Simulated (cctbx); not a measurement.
## Occupancies in Dy6GaFe2

Cell a = 9.4060 Å, b = 9.5870 Å, c = 10.1160 Å, α = 90.00°, β = 90.00°, γ = 90.00°; space group Immm (no. 71); nominal formula Dy6GaFe2.

The data are simulated with cctbx, not measured: Mo Kα, λ = 0.71073 Å, to d = 0.6 Å, 80 % of the full sphere, strongest reflection 70000 counts, noise from counting, a 2 % proportional error and a noise floor of 4 counts (s.d.); no absorption.

With every site full:

```text
Rint 0.020, 1257 unique reflections to 0.60 A
cycle     R1     wR2    GooF  max shift (A)
   1  0.1792  0.4297  23.170   0.00784
   2  0.0688  0.1852   9.986   0.00015
final R1 0.0688 wR2 0.1852 GooF 9.986  parameters 32  data/parameter 39.3
atom        x        y        z      Ueq    occ   su(xyz)  su(Uiso or U11)
Dy1    0.28383  0.31691  0.50000   0.0228  1.000  0.00012  0.0005
Dy2    0.30990  0.50000  0.17787   0.0202  1.000  0.00012  0.0005
Dy3    0.50000  0.19897  0.22756   0.0157  1.000  0.00010  0.0004
Ga1    0.00000  0.50000  0.00000   0.0274  1.000  0.00000  0.0019
Ga2    0.50000  0.00000  0.00000   0.0268  1.000  0.00000  0.0020
Fe2    0.00000  0.00000  0.11137   0.0001  1.000  0.00026  0.0008  NPD
Fe3    0.50000  0.36407  0.00000   0.0167  1.000  0.00047  0.0015
difference map: max 26.64 min -5.56 rms 1.31
Q1    0.0000  0.0000  0.1228    4   26.67  0.12 A from Fe2
Q2    0.0000  0.3072  0.2813    8    7.81  0.11 A from Dy3
Q3    0.0000  0.5000  0.5000    2    7.17  0.00 A from Ga2
Q4    0.1881  0.0000  0.3315    8    7.16  0.10 A from Dy2
Q5    0.0000  0.1210  0.5000    4    2.79  0.14 A from Fe3
Q6    0.0000  0.0000  0.4655    4    2.23  1.35 A from Fe3
```

With the occupancies of the suspect sites free, each still typed as its main element:

```text
Rint 0.020, 1257 unique reflections to 0.60 A
cycle     R1     wR2    GooF  max shift (A)
   1  0.2147  0.4631  24.989   0.00355
  20  0.0097  0.0231   1.249   0.00001
final R1 0.0095 wR2 0.0228 GooF 1.230  parameters 34  data/parameter 37.0
atom        x        y        z      Ueq    occ   su(xyz)  su(Uiso or U11)
Dy1    0.28369  0.31699  0.50000   0.0197  0.871  0.00002  0.0001
Dy2    0.31000  0.50000  0.17780   0.0218  1.000  0.00002  0.0001
Dy3    0.50000  0.19891  0.22750   0.0172  1.000  0.00001  0.0000
Ga1    0.00000  0.50000  0.00000   0.0302  1.000  0.00000  0.0003
Ga2    0.50000  0.00000  0.00000   0.0271  1.000  0.00000  0.0002
Fe2    0.00000  0.00000  0.11140   0.0160  1.649  0.00003  0.0001
Fe3    0.50000  0.36490  0.00000   0.0182  1.000  0.00006  0.0002
su of occupancy Dy1: 0.001
su of occupancy Fe2: 0.003
difference map: max 1.24 min -0.92 rms 0.15
Q1    0.0000  0.0000  0.0850    4    1.26  0.27 A from Fe2
Q2    0.2171  0.5000  0.2297    8    0.61  1.02 A from Dy2
Q3    0.0000  0.3552  0.4646    8    0.55  1.43 A from Ga2
Q4    0.0000  0.0987  0.1694    8    0.55  1.11 A from Fe2
Q5    0.0000  0.0319  0.0000    4    0.52  1.17 A from Fe2
Q6    0.2345  0.4113  0.5000    8    0.51  1.02 A from Dy1
```

**Question.** What is the disorder?

X-rays count electrons. Dy1 refines to 0.871(0.001), or 57.5 electrons; the site truly holds 0.8 Dy and 0.2 Fe, 58.0 electrons, which is 0.879 of Dy; Fe2 refines to 1.649(0.003), or 42.9 electrons; the site truly holds 0.6 Fe and 0.4 Dy, 42.0 electrons, which is 1.615 of Fe. A value under 1 can't tell vacancies from a lighter guest, and one over 1 needs a heavier guest; chemistry or a second radiation must settle which. Occupancy correlates with U and the scale, and the two elements' form factors differ in shape, so the match is approximate.

Freeing them takes R1 from 0.0688 to 0.0095 and GooF from 9.99 to 1.23.

The model was made for the exercise: a known structure type with other elements put in, its volume estimated, not relaxed; displacement parameters are assumed.

[Middle refinement cycles are left out of these outputs.]

[Logs are printed without paths, hosts, clocks, repeated set-up lines and the standing remarks that a program may print on its own settings, such as how far it seeks lower states.]
